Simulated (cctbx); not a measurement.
# Resonant diffraction in YbTeIO3

Space group Pnma (no. 62), a = 7.8410 Å, b = 7.4650 Å, c = 9.7290 Å, α = 90.00°, β = 90.00°, γ = 90.00°.

```csv
atom,mult.,x,y,z,Ueq (Å²)
Yb1,4,0.9108,3/4,0.5391,0.0053
I1,4,0.5655,3/4,0.6862,0.0061
Te1,4,0.8204,3/4,0.1289,0.0075
O1,4,0.7533,3/4,0.3279,0.0120
O2,8,0.3575,0.4405,0.9312,0.0153
```

The model is made up (kin elements in a known structure type, no relaxation), so it says nothing on whether the phase exists.

Calculated with cctbx: free-atom f′ and f″ from the Sasaki tables, no fine structure; amplitudes in electrons.

```
E (eV)  F 1 1 1  F 1 0 2  F 1 0 3  F 0 0 2
  8344     28.1    287.9    345.4     78.2
  8694     24.1    286.1    340.9     71.3
  8824     20.8    284.5    337.0     65.6
  8884     18.0    283.2    333.6     60.7
  8914     15.0    281.7    330.0     55.6
  8929     12.0    280.3    326.4     50.4
  8936      9.3    278.9    323.1     45.7
  8940      6.4    277.5    319.5     40.6
  8948     13.3    278.1    321.4     44.7
  8952     15.0    279.7    325.2     49.6
  8959     16.8    281.0    328.6     54.1
  8974     19.1    282.6    332.3     59.1
  9004     21.6    284.1    336.1     64.1
  9094     24.9    286.0    340.7     70.4
  9344     28.1    287.8    345.2     76.5
```

**Question.** Which edge is crossed, and why do the reflections move as they do?

The L3 edge of Yb. The edge is at 8944 eV. f′ of Yb falls from -12.1 e at 8824 eV to -19.2 e at 4 eV below it, and f″ steps from 3.74 to 10.53 e across it. Over that approach |F| changes by -69 % (1 1 1), -2 % (1 0 2), -5 % (1 0 3) and -38 % (0 0 2): a reflection falls where Yb scatters in phase with the total and rises where it scatters against it; it hardly moves where the Yb term is small or cancels by symmetry. Above the edge the larger f″ enters the imaginary part, where it can add to or cancel the other atoms' f″. The structure is centrosymmetric, so Friedel mates stay equal.

[Logs are printed without paths, hosts, clocks, repeated set-up lines and the standing remarks that a program may print on its own settings, such as how far it seeks lower states.]
